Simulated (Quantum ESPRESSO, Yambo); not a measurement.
Planning a run of Yambo 5.3.0 on InF3 (R-3c). The input:

```
HF_and_locXC
gw0
dyson
ppa
em1d
rim_cut
RandQpts= 1000000
RandGvec= 1 RL
EXXRLvcs= 80 Ry
VXCRLvcs= 320 Ry
Chimod= "HARTREE"
% BndsRnXp
 1 | 163 |
%
NGsBlkXp= 9 Ry
% LongDrXp
 1 | 1 | 1 |
%
% GbndRnge
 1 | 163 |
%
DysSolver= "n"
ExtendOut
PPAPntXp= 27.21138 eV
% QPkrange
 7 | 7 | 41 | 44 |
 1 | 1 | 41 | 44 |
%
```

```sh
OMP_NUM_THREADS=2 mpirun -n 4 yambo -F gw1.in -J gw1 -C gw1 > gw1.log
```

The stored states that it reads are on a 4×4×4 mesh. The structure is trigonal, space group R-3c (No. 167). Conventional cell: a = 5.204 Å, b = 5.204 Å, c = 14.723 Å, α = 90.00°, β = 90.00°, γ = 120.00°. Nearest to In lie 6 F at 2.08 Å. Nearest to F lie 2 In at 2.08 Å. Farther neighbours and most contacts between anions are not listed.

Q: How long will it take on 4 MPI ranks of Arm Neoverse V2, shared host, and how much memory?

It took 10 min; on shared hardware allow 5.2 min to 21 min. Peak host memory was 6.3 GiB.

The screening grows as filled bands × empty bands × pairs of k points, times the square of the screening basis for the matrix.

[Paths, hosts, dates, memory and timing lines, banners, echoed tables and standing remarks are left out of the program output.]

[Logs are printed without paths, hosts, clocks, repeated set-up lines and the standing remarks that a program may print on its own settings, such as how far it seeks lower states.]

[Runs of the session that timed out or met a known fault of the program may be left out.]

[Hosts, paths, dates, database ids (printed as entryN), source tags and the programs' standing remarks are cut or masked in the printed files.]
